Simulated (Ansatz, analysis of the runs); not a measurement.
# Transmission past a defect: Fe wire along [110], 4 atoms a period, vacancy of one Fe, part 3 of 3

Aim: how much does this defect scatter, and at which energies?

Ansatz 0.2.0; DFT PBE, plane waves, PAW; relaxation of a wire's period (the session's first sound run).

So far. Step 3 (Bands of the perfect wire): At the computed energy nearest the Fermi level there are 3 spin-up and 0 spin-down channels. Step 4 (Relaxation of the scattering region): The largest force component on a free atom ends at 0.017 eV/Å, under the limit of 0.07. 

## (5) Transmission

This step: DFT PBE, plane waves, PAW; transmission of a junction in a wire (Ansatz 0.2.0).

The cell is now read as a scatterer between two semi-infinite leads, named by two sites one period apart. The scattering states in its self-consistent potential are matched to the leads' states at each energy. One point across is taken, as for a wire in vacuum.

File input.yaml:

```yaml
crystal:
  lattice:
    - [8.215, 0.0, 0.0]
    - [0.0, 8.801, 0.0]
    - [0.0, 0.0, 18.9148639848]
  atoms:
    - { symbol: Fe, position: [0.382475345, 0.390187011, 1.0e-10], spin: 2.77 }
    - { symbol: Fe, position: [0.382475345, 0.609825736, 0.0714285711], spin: 2.77 }
    - { symbol: Fe, position: [0.617524655, 0.390187011, 0.0714285711], spin: 2.77 }
    - { symbol: Fe, position: [0.617524655, 0.609825736, 1.0e-10], spin: 2.77 }
    - { symbol: Fe, position: [0.382475345, 0.390187011, 0.1428571431], spin: 2.77 }
    - { symbol: Fe, position: [0.382475345, 0.609825736, 0.2142857141], spin: 2.77 }
    - { symbol: Fe, position: [0.617524655, 0.390187011, 0.2142857141], spin: 2.77 }
    - { symbol: Fe, position: [0.617524655, 0.609825736, 0.1428571431], spin: 2.77 }
    - { symbol: Fe, position: [0.3796351446, 0.3873873607, 0.284685346], spin: 2.76 }
    - { symbol: Fe, position: [0.3891661224, 0.600603341, 0.3595266757], spin: 2.81 }
    - { symbol: Fe, position: [0.6077010042, 0.3962887547, 0.3593950309], spin: 2.8 }
    - { symbol: Fe, position: [0.6175083724, 0.6098549102, 0.2854698448], spin: 2.75 }
    - { symbol: Fe, position: [0.3715342842, 0.3795879473, 0.4281576077], spin: 2.72 }
    - { symbol: Fe, position: [0.3890396372, 0.6002614628, 0.4969818023], spin: 2.81 }
    - { symbol: Fe, position: [0.6073275225, 0.3960053125, 0.4971249815], spin: 2.8 }
    - { symbol: Fe, position: [0.3788901868, 0.3867281374, 0.5717572827], spin: 2.76 }
    - { symbol: Fe, position: [0.3815258369, 0.6090248789, 0.6419342115], spin: 2.76 }
    - { symbol: Fe, position: [0.6165841168, 0.3891236378, 0.641957716], spin: 2.76 }
    - { symbol: Fe, position: [0.6170806607, 0.6092875778, 0.571282578], spin: 2.75 }
    - { symbol: Fe, position: [0.382475345, 0.390187011, 0.7142857141], spin: 2.77 }
    - { symbol: Fe, position: [0.382475345, 0.609825736, 0.7857142861], spin: 2.77 }
    - { symbol: Fe, position: [0.617524655, 0.390187011, 0.7857142861], spin: 2.77 }
    - { symbol: Fe, position: [0.617524655, 0.609825736, 0.7142857141], spin: 2.77 }
    - { symbol: Fe, position: [0.382475345, 0.390187011, 0.8571428571], spin: 2.77 }
    - { symbol: Fe, position: [0.382475345, 0.609825736, 0.9285714286], spin: 2.77 }
    - { symbol: Fe, position: [0.617524655, 0.390187011, 0.9285714286], spin: 2.77 }
    - { symbol: Fe, position: [0.617524655, 0.609825736, 0.8571428571], spin: 2.77 }
magnetization:
  spin_polarized: true
kpoints:
  mp_grid: { grid: [1, 1, 5] }
scf:
  occupations: { method: fermi_dirac, width: 0.05 }
hamiltonian:
  xc: pbe
output:
  transmission:
    e_range: [-1.5, 1.5]
    de: 0.05
    kmesh: [1, 1]
    reduced_basis: true
    leads: [[23, 0]]
  dos: { projected: true, e_range: [-4, 3] }
  write_potential: true
  write_density: true
  volumetric_format: npy
  elf: true
basis:
  ecutwfc: "340 eV"
```

On the command line:

```console
ansatz run input.yaml --threads 8 --pin off --max-ram 16384MiB --backend cpu --events-out ev --progress --plain --runs-dir out
```

Numbers of over 12 decimals in the logs are rounded to 6 here.

The program printed:

```text
[...]
Crystal: 27 atoms, lattice volume = 1367.549 Å³
Basis set: ecut = 340 eV, 19475 PW (Γ)
Bands: 305, of which v1, the nominal top of the filled ones, is band 216 counted from 1 (215 counted from 0)
Symmetry: 1 space group operations
[...]
k-points: 3 of 5 (time reversal used)
[...]
Starting moments: Σ|m| = 74.8 μB on 27 of 27 sites
[...]
SCF iter   1: F=—  HF=-120922.740435 eV  |F-HF|=—  |Δ(HF+E_count)|=         —  Δρ=3.44e-2 (↑3.05e-2 ↓3.44e-2)  dr2=8.06e1  dr2_m=9.20e0  M=80.619 μB ∫|m|=81.119 μB  β_m=0.30  ethr=3.10e-3  ⟨swp⟩=7.7  Hψ=8314  notcnv=0  defer=99
[...]
SCF iter  14: F=-120930.103360 eV  HF=-120930.103360 eV  |F-HF|=3.93e-8  |Δ(HF+E_count)|=   1.76e-8  Δρ=1.25e-6 (↑8.22e-7 ↓1.25e-6)  dr2=4.49e-8  dr2_m=2.93e-9  M=81.062 μB ∫|m|=83.297 μB  ethr=1.96e-11  ⟨swp⟩=13.2  Hψ=8918  notcnv=0
SCF 1 converged in 14 iterations: F = -120930.103360 eV  dr2 = 4.49e-8
[...]
transmission: 9 of 70 steps passed
transmission: 17 of 70 steps passed
[...]
transmission: 70 of 70 steps passed
WARN: The output density's exchange-correlation potential varies sharply where the density is thin. Do not read a vacuum level from v_tot or v_xc, or from such a field of the output density. On a cell that repeats whose density bears no net charge and no dipole along the vacuum's axis use v_es (v_loc + v_h of the components); under efield.dipole_correction with no amplitude use v_es + v_field, which holds any externa [...]
SCF converged after 14 iterations
Magnetization: 81.0616 μB (256.5308 up, 175.4692 down)
Absolute magnetization: 83.3092 μB (∫|ρ↑−ρ↓|, with the PAW one-centre terms)
[...]
Per-site moments (μB) at R_I (Å): [(2.762361, 0.972123), (2.760593, 0.972123), (2.760237, 0.972123), (2.764868, 0.972123), (2.758238, 0.972123), (2.766605, 0.970986), (2.766966, 0.971832), (2.759197, 0.972123), (2.764395, 0.968566), (2.818515, 0.966302), (2.813863, 0.965398), (2.763526, 0.966302), (2.737413, 0.965175), (2.818275, 0.966281), (2.813335, 0.965175), (2.765377, 0.969254), (2.769990, 0.970070), (2.770528, 0.971051), (2.763245, 0.966597), (2.758548, 0.972123), (2.761102, 0.972123), (2.760770, 0.972123), (2.768926, 0.972123), (2.761806, 0.972123), (2.765064, 0.972123), (2.765516, 0.972123), (2.765055, 0.972123)]
Free energy (F): -120930.103360 eV
[...]
Internal energy: -120929.983844 eV  (E = F + TS)
E sigma→0 (E₀):  -120930.043602 eV
Entropy (-TS):   -0.119516 eV (-4.427 meV/atom)
Fermi energy:    1.522600 eV
[...]
--- Band table (eV; the first three rows and the last of 6) ---
  k-point 0 ↑: bands = [... 212 lower, -0.2741, -0.2433, -0.2405, -0.0728, -0.0464, -0.0044, 0.0092, 0.0200, ... 85 higher]
  k-point 1 ↑: bands = [... 212 lower, -0.2803, -0.2437, -0.2340, -0.0896, -0.0410, -0.0305, -0.0049, 0.0341, ... 85 higher]
  k-point 2 ↑: bands = [... 212 lower, -0.2658, -0.2490, -0.2256, -0.1043, -0.0810, -0.0309, -0.0016, 0.0337, ... 85 higher]
  k-point 2 ↓: bands = [... 212 lower, 2.5562, 2.5796, 2.6069, 2.6330, 2.6635, 2.6939, 2.7050, 2.7166, ... 85 higher]
--- Transmission ---
  basis      : 523 plane waves across, 35 finite elements along
  points     : 1, standing for a mesh of 1 x 1
[...]
crystal 0  : Fe4, at the sites [23, 0], period 2.7021 Å, over 10.81 Å; its Hamiltonian steps by up to 58.8 meV: too much for a lead, lay more layers or, if its atoms are ordered, name the step of that order
[...]
channels       : 3.000000e0 up, 0.000000e0 down
[...]
slowest decay  : 0.1158 /Å at (0.0000, 0.0000)
  junction   : crystal 0 to crystal 0, -0.68 to 15.54 Å
    transmission   : 2.880361e0 up, 0.000000e0 down
[...]
```

It took 5.8 min on 8 threads of Arm Neoverse V1, shared host; peak memory 7.1 GiB; 44 min of CPU time.

Numbers from this step:

| Quantity | Value |
| --- | --- |
| energy at zero smearing | -120930.0436 eV |
| total moment | 81.06 μB |
| absolute moment | 83.31 μB |
| transmission at the energy nearest the Fermi level, spin up | 2.880 |
| transmission at the energy nearest the Fermi level, spin down | 0 |
| step of the lead's Hamiltonian | 58.8 meV |
| slowest decay in the lead at the energy nearest the Fermi level | 0.1158 Å⁻¹ |

Table of transmission by energy, zero at the Fermi level:

```tsv
energy (eV)	spin up	spin down
-1.50	2.06	0.927
-1.40	2.83	1.16
-1.35	3.16	2.36
-1.25	3.91	2.28
-1.20	4.25	2.34
-1.10	4.40	2.46
-1.05	4.67	2.51
-1.00	3.92	2.76
-0.95	3.48	2.89
-0.85	3.51	3.10
-0.75	3.53	3.21
-0.70	3.54	3.19
-0.60	3.55	2.96
-0.55	3.54	2.89
-0.45	2.76	2.04
-0.35	2.79	0.518
-0.30	2.80	1.02
-0.20	2.83	1.10
-0.10	2.86	0
-0.05	2.87	0
0.00	2.88	0
0.05	2.89	0
0.10	2.90	0
0.20	2.92	1.86
0.30	2.94	3.04
0.35	2.95	3.22
0.45	2.96	1.60
0.55	3.14	0.706
0.60	3.31	0.484
0.70	3.50	0.804
0.75	3.56	1.02
0.85	3.94	3.79
0.95	4.13	3.88
1.00	4.18	3.81
1.10	4.26	5.10
1.20	4.28	5.26
1.25	4.33	5.21
1.35	4.44	3.83
1.40	4.48	3.21
1.50	4.56	4.20
```

Table of open channels of the lead by energy, zero at the Fermi level:

```tsv
energy (eV)	spin up	spin down
-1.50	7	1
-1.40	7	3
-1.30	7	5
-1.20	7	5
-1.10	7	5
-1.00	5	7
-0.90	4	7
-0.80	4	7
-0.65	4	6
-0.55	4	6
-0.45	3	4
-0.35	3	3
-0.25	3	2
-0.15	3	2
-0.05	3	0
0.00	3	0
0.05	3	0
0.15	3	4
0.25	3	6
0.35	3	6
0.45	3	2
0.55	4	4
0.65	4	3
0.80	5	8
0.90	5	10
1.00	5	8
1.10	5	9
1.20	5	10
1.30	6	10
1.40	6	8
1.50	6	6
```

Projected DOS an atom over height of the atomic layer and energy from the Fermi level. Layers: Fe2 Fe2 Fe2 Fe2 Fe2 Fe2 Fe Fe2 Fe2 Fe2 Fe2 Fe2 Fe2 Fe2 (hydrogen named only where alone); broadened by a Gaussian of 0.15 eV, since few k-points sample the long cell.

Ten even steps from '0' (0.52 states/eV) to '9' (3.24 states/eV), each cell a mean:
```
55556454655555
55565353665555
55544444445555
22212333212222
21211313112122
10000212000000
00000101000000
11111212111111
22223222322222
55555444555555
88988686889988
77778898877777
66666686666566
99998676899999
66656757656666
44333636333444
22222424222222
22333424333222
33343333443333
44443343344444
33333343333333
10011111110011
```
Columns: height of the atomic layer (Å) from 1.9e-9 to 17.6; rows upwards: energy from the Fermi level (eV) from -3.98 to 1.47.

Site moment by element, in μB:

```tsv
element	atoms	mean	spread (r.m.s.)	least	largest
Fe	27	2.77	0.02	2.74	2.82
```

The atoms farthest from the mean of their element:

```tsv
atom	x, y, z (Å)	site moment (μB)
Fe10	3.20, 5.29, 6.80	2.82
Fe14	3.20, 5.28, 9.40	2.82
Fe11	4.99, 3.49, 6.80	2.81
Fe15	4.99, 3.49, 9.40	2.81
Fe13	3.05, 3.34, 8.10	2.74
Fe5	3.14, 3.43, 2.70	2.76
Fe20	3.14, 3.43, 13.51	2.76
Fe8	5.07, 5.37, 2.70	2.76
```

Spin density in the ca plane at fractional y = 0.380, with atoms of Fe within 0.2 Å of it.

Ten even steps from '0' (0.0 e/Å³) to '9' (5.3 e/Å³), each cell a mean:
```
00000000000000000000000000000000000000000000
00000000000000000000000000000000000000000000
00000000000000000000000000000000000000000000
00000000000000000000000000000000000000000000
00000000000000000000000000000000000000000000
00010000010000000000000000001000001000001100
00362000263000044100034100037200016400015610
00372000274000166100057100037300017400005610
00010000010000011000011000001000001000001100
00000000000000000000000000000000000000000000
30000131000032000022000013100013100003200002
92000393000295000178100049300029400017710005
31000131000142000044100024100013200003200002
00000000000000000000000000000000000000000000
00000000000000000000000000000000000000000000
00000000000000000000000000000000000000000000
00000000000000000000000000000000000000000000
00000000000000000000000000000000000000000000
00000000000000000000000000000000000000000000
```
Columns run along c (18.9 Å), rows up along a (8.2 Å). Atoms in or near the plane, at fractional coordinates: Fe at (0.00, 0.38), Fe at (0.07, 0.62), Fe at (0.14, 0.38), Fe at (0.21, 0.62), Fe at (0.28, 0.38), Fe at (0.36, 0.61), Fe at (0.43, 0.37), Fe at (0.50, 0.61), Fe at (0.57, 0.38), Fe at (0.64, 0.62), Fe at (0.71, 0.38), Fe at (0.79, 0.62), Fe at (0.86, 0.38), Fe at (0.93, 0.62).

Valence density in the ca plane at fractional y = 0.380, with atoms of Fe within 0.2 Å of it. It is the smooth field of the valence electrons, not physical close to the nuclei.

Values in e/Å³, 10 rows by 16 columns, each cell a mean:
```
 0  0  0  0  0  0  0  0  0  0  0  0  0  0  0  0
 0  0  0  0  0  0  0  0  0  0  0  0  0  0  0  0
 0  1  0  1  0  0  0  0  0  0  1  0  1  0  0  0
 2 11  1 13  1  8  3  5  6  1 12  0 12  1  8  6
 1  3  0  4  0  4  2  2  3  1  4  0  3  1  2  2
 5  1  7  0  7  1  4  3  2  6  1  7  1  6  2  3
 6  1  9  0 10  1  7  5  2  9  0  9  0  8  2  4
 0  0  0  0  0  0  0  0  0  0  0  0  0  0  0  0
 0  0  0  0  0  0  0  0  0  0  0  0  0  0  0  0
 0  0  0  0  0  0  0  0  0  0  0  0  0  0  0  0
```
Columns run along c (18.9 Å), rows up along a (8.2 Å). Atoms in or near the plane, at fractional coordinates: Fe at (0.00, 0.38), Fe at (0.07, 0.62), Fe at (0.14, 0.38), Fe at (0.21, 0.62), Fe at (0.28, 0.38), Fe at (0.36, 0.61), Fe at (0.43, 0.37), Fe at (0.50, 0.61), Fe at (0.57, 0.38), Fe at (0.64, 0.62), Fe at (0.71, 0.38), Fe at (0.79, 0.62), Fe at (0.86, 0.38), Fe at (0.93, 0.62).

ELF in the ca plane at fractional y = 0.380, with atoms of Fe within 0.2 Å of it. It is the smooth field of the valence electrons, not physical close to the nuclei.

Values, 10 rows by 16 columns, each cell a mean:
```
0.03 0.03 0.03 0.02 0.03 0.02 0.02 0.02 0.02 0.03 0.02 0.03 0.02 0.03 0.03 0.03
0.21 0.17 0.23 0.16 0.23 0.17 0.20 0.18 0.19 0.22 0.16 0.23 0.16 0.22 0.18 0.19
0.26 0.21 0.28 0.21 0.28 0.20 0.25 0.23 0.21 0.27 0.20 0.29 0.21 0.27 0.22 0.23
0.32 0.54 0.23 0.62 0.24 0.48 0.34 0.39 0.42 0.28 0.59 0.22 0.59 0.28 0.45 0.39
0.29 0.34 0.28 0.36 0.28 0.35 0.32 0.32 0.33 0.28 0.36 0.28 0.35 0.29 0.31 0.30
0.38 0.30 0.45 0.28 0.44 0.29 0.35 0.32 0.31 0.41 0.28 0.47 0.29 0.41 0.32 0.34
0.41 0.26 0.52 0.23 0.53 0.27 0.44 0.38 0.31 0.49 0.24 0.53 0.24 0.46 0.31 0.34
0.20 0.28 0.17 0.31 0.17 0.30 0.20 0.23 0.27 0.18 0.31 0.17 0.30 0.19 0.26 0.23
0.14 0.17 0.13 0.19 0.13 0.20 0.15 0.16 0.19 0.14 0.19 0.12 0.17 0.14 0.16 0.16
0.01 0.01 0.01 0.01 0.01 0.01 0.01 0.02 0.01 0.01 0.01 0.01 0.01 0.01 0.01 0.01
```
Columns run along c (18.9 Å), rows up along a (8.2 Å). Atoms in or near the plane, at fractional coordinates: Fe at (0.00, 0.38), Fe at (0.07, 0.62), Fe at (0.14, 0.38), Fe at (0.21, 0.62), Fe at (0.28, 0.38), Fe at (0.36, 0.61), Fe at (0.43, 0.37), Fe at (0.50, 0.61), Fe at (0.57, 0.38), Fe at (0.64, 0.62), Fe at (0.71, 0.38), Fe at (0.79, 0.62), Fe at (0.86, 0.38), Fe at (0.93, 0.62).

The transmission at the computed energy nearest the Fermi level is 2.88 and 0 for spin up and down, with 3 spin-up and 0 spin-down channels open in the lead. The lead's Hamiltonian steps by 58.8 meV, which the program calls too much for a lead.

## (6) Conductance and thermopower from T(E)

This step: Landauer integrals over the computed T(E), interpolated linearly between its energies (analysis of the runs above).

Conductance and thermopower are moments of T(E) over the thermal window; sliding the window along E stands for a gate that leaves T(E) rigid.

Numbers from this step:

| Property | Result |
| --- | --- |
| conductance at 300 K, interpolated from T(E) | 1.449 G₀ |
| thermopower at 300 K | -0.7481 μV/K |
| Lorenz number over L0 | 1.057 |
| spin polarisation of the transmission | 100 % |

T(E) held rigid; rough near sharp steps of T(E). The conductance at 300 K by shift of the leads' level:

```tsv
shift of the leads' level (eV)	conductance at 300 K (G₀)
-1.150	3.28
-1.100	3.39
-1.050	3.45
-0.950	3.27
-0.900	3.26
-0.850	3.30
-0.800	3.34
-0.700	3.34
-0.650	3.29
-0.600	3.24
-0.550	3.13
-0.450	2.53
-0.400	2.21
-0.350	1.93
-0.300	1.89
-0.200	1.91
-0.150	1.77
-0.100	1.57
-0.050	1.46
0.050	1.48
0.100	1.60
0.150	1.92
0.200	2.34
0.300	2.92
0.350	2.97
0.400	2.78
0.450	2.37
0.550	1.95
0.600	2.00
0.650	2.13
0.700	2.26
0.800	3.24
0.850	3.76
0.900	4.02
0.950	4.07
1.050	4.46
1.100	4.64
1.150	4.71
```

T(E) held rigid; rough near sharp steps of T(E). The thermopower at 300 K by shift of the leads' level:

```tsv
shift of the leads' level (eV)	thermopower at 300 K (μV/K)
-1.150	-3.88
-1.100	-4.01
-1.050	0.787
-0.950	2.07
-0.900	-0.943
-0.850	-1.63
-0.800	-1.13
-0.700	1.49
-0.650	2.34
-0.600	3.57
-0.550	8.15
-0.450	19.2
-0.400	19.9
-0.350	12.4
-0.300	-0.538
-0.200	5.66
-0.150	14.6
-0.100	14.9
-0.050	5.22
0.050	-7.26
0.100	-20.2
0.150	-28.4
0.200	-24.3
0.300	-6.64
0.350	3.07
0.400	15.8
0.450	23.1
0.550	1.84
0.600	-6.73
0.650	-9.29
0.700	-14.5
0.800	-26.5
0.850	-15.1
0.900	-5.61
0.950	-2.66
1.050	-7.57
1.100	-3.63
1.150	-1.40
```

The two levels move by half the bias each and T(E) is held rigid. Table of current from the zero-bias T(E) by bias:

```tsv
bias (V)	current from the zero-bias T(E) (μA)
0.000	0
0.100	11.3
0.200	23.0
0.300	36.2
0.400	51.7
0.500	69.0
0.600	87.3
0.700	106
0.800	125
0.900	144
1.000	163
1.100	183
1.200	203
1.300	223
1.400	245
1.500	267
1.600	291
1.700	318
1.800	346
1.900	374
2.000	403
```

By hand, Mott's formula: S = −(π²k²T/3e) d ln T/dE, and π²k²T/3e = 7.33 μV/K × eV at 300 K. The computed T is 2.87 at -0.050 eV and 2.89 at +0.050 eV (both spins added), so d ln T/dE ≈ 0.0833 per eV and S ≈ -0.611 μV/K, against -0.748 from the integrals.

The thermopower is -0.748 μV/K. The Lorenz ratio is 1.06, where the Wiedemann-Franz law gives 1. Moving the level by up to 0.1 eV either way gives -20 to 15 μV/K.

## (7) Summary of results

```
conductance, vacancy of one Fe                               : 1.45 G₀
thermopower, vacancy of one Fe                               : -0.748 μV/K
spin polarisation of T at the Fermi level, vacancy of one Fe : 100 %
```

Summed over the computed window, 61 % of the lead's open channels pass the defect; the conductance at 300 K is 1.45 G₀. The energy step of 0.05 eV was too wide for the program's own thermal average, so the values at 300 K come from a linear interpolation of T(E) and are rough where T(E) is steep. Transport is coherent and elastic here: the atoms are frozen, so scattering by vibrations plays no part. In the perfect wire the moments were started parallel, and no opposed start was run. No search over magnetic orders was made; another may lie lower. In 1 run the program finds the step of the lead's Hamiltonian too large, so longer leads may change the transmission. A cutoff under the files' recommended one was taken to save time; its effect on T(E) was not tested here.

[Logs are printed without paths, hosts, clocks, repeated set-up lines and the standing remarks that a program may print on its own settings, such as how far it seeks lower states.]

[Hosts, paths, dates, database ids (printed as entryN), source tags and the programs' standing remarks are cut or masked in the printed files.]
